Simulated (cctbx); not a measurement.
**SrTi: precision against data quality**

Space group Cmcm (no. 63), a = 4.8550 Å, b = 11.7840 Å, c = 4.2010 Å, α = 90.00°, β = 90.00°, γ = 90.00°.

```csv
atom,mult.,x,y,z,Ueq (Å²)
Sr1,4,0,0.1352,3/4,0.0031
Ti1,4,0,0.4252,3/4,0.0047
```

The model is made up (kin elements in a known structure type, no relaxation), so it says nothing on whether the phase exists.

Five simulated data sets (cctbx; Ag Kα, λ = 0.56087 Å; 4 % proportional error) differ in resolution or exposure (noise floor 4 counts in the first three, 8 in the last two). Each is refined with the right model, isotropic at 1.1 Å and anisotropic otherwise. How do the figures of merit and the uncertainties move?

| d min (Å) | top counts | ⟨I/σ⟩ (unmerged, absences included) | unique | param. (scale apart) | Rint | R1 | GooF | largest s.u. xyz (fractional) | s.u. U of Ti1 (Å²) | largest error (Å) |
| --- | --- | --- | --- | --- | --- | --- | --- | --- | --- | --- |
| 1.1 | 20000 | 9.2 | 65 | 4 | 0.030 | 0.0095 | 1.03 | 0.00008 | 0.0005 | 0.0006 |
| 0.84 | 20000 | 9.0 | 136 | 8 | 0.030 | 0.0116 | 1.07 | 0.00005 | 0.0003 | 0.0004 |
| 0.6 | 20000 | 8.6 | 352 | 8 | 0.034 | 0.0101 | 0.91 | 0.00002 | 0.0001 | 0.0002 |
| 0.75 | 300 | 1.4 | 187 | 8 | 0.200 | 0.0418 | 0.86 | 0.00030 | 0.0018 | 0.0078 |
| 0.75 | 3000 | 5.2 | 187 | 8 | 0.048 | 0.0151 | 0.86 | 0.00007 | 0.0004 | 0.0015 |

The number of reflections grows roughly as 1/d³: 65, 136 and 352 here. R1 follows the noise rather than the truth: at 300 counts it is 0.0418, at 3000 counts 0.0151, while GooF is 0.86 and 0.86: the weights 1/σ² carry the noise. The s.u. of U (U11 where anisotropic) for Ti1 goes 0.0005, 0.0003, 0.0001 Å² with resolution and 0.0018, 0.0004 Å² with exposure.

Hardware for the 0.6 Å refinement: 0.39 s on 1 thread of Arm Neoverse V2, with other jobs on the host, peak memory 0.09 GiB.

[Logs are printed without paths, hosts, clocks, repeated set-up lines and the standing remarks that a program may print on its own settings, such as how far it seeks lower states.]
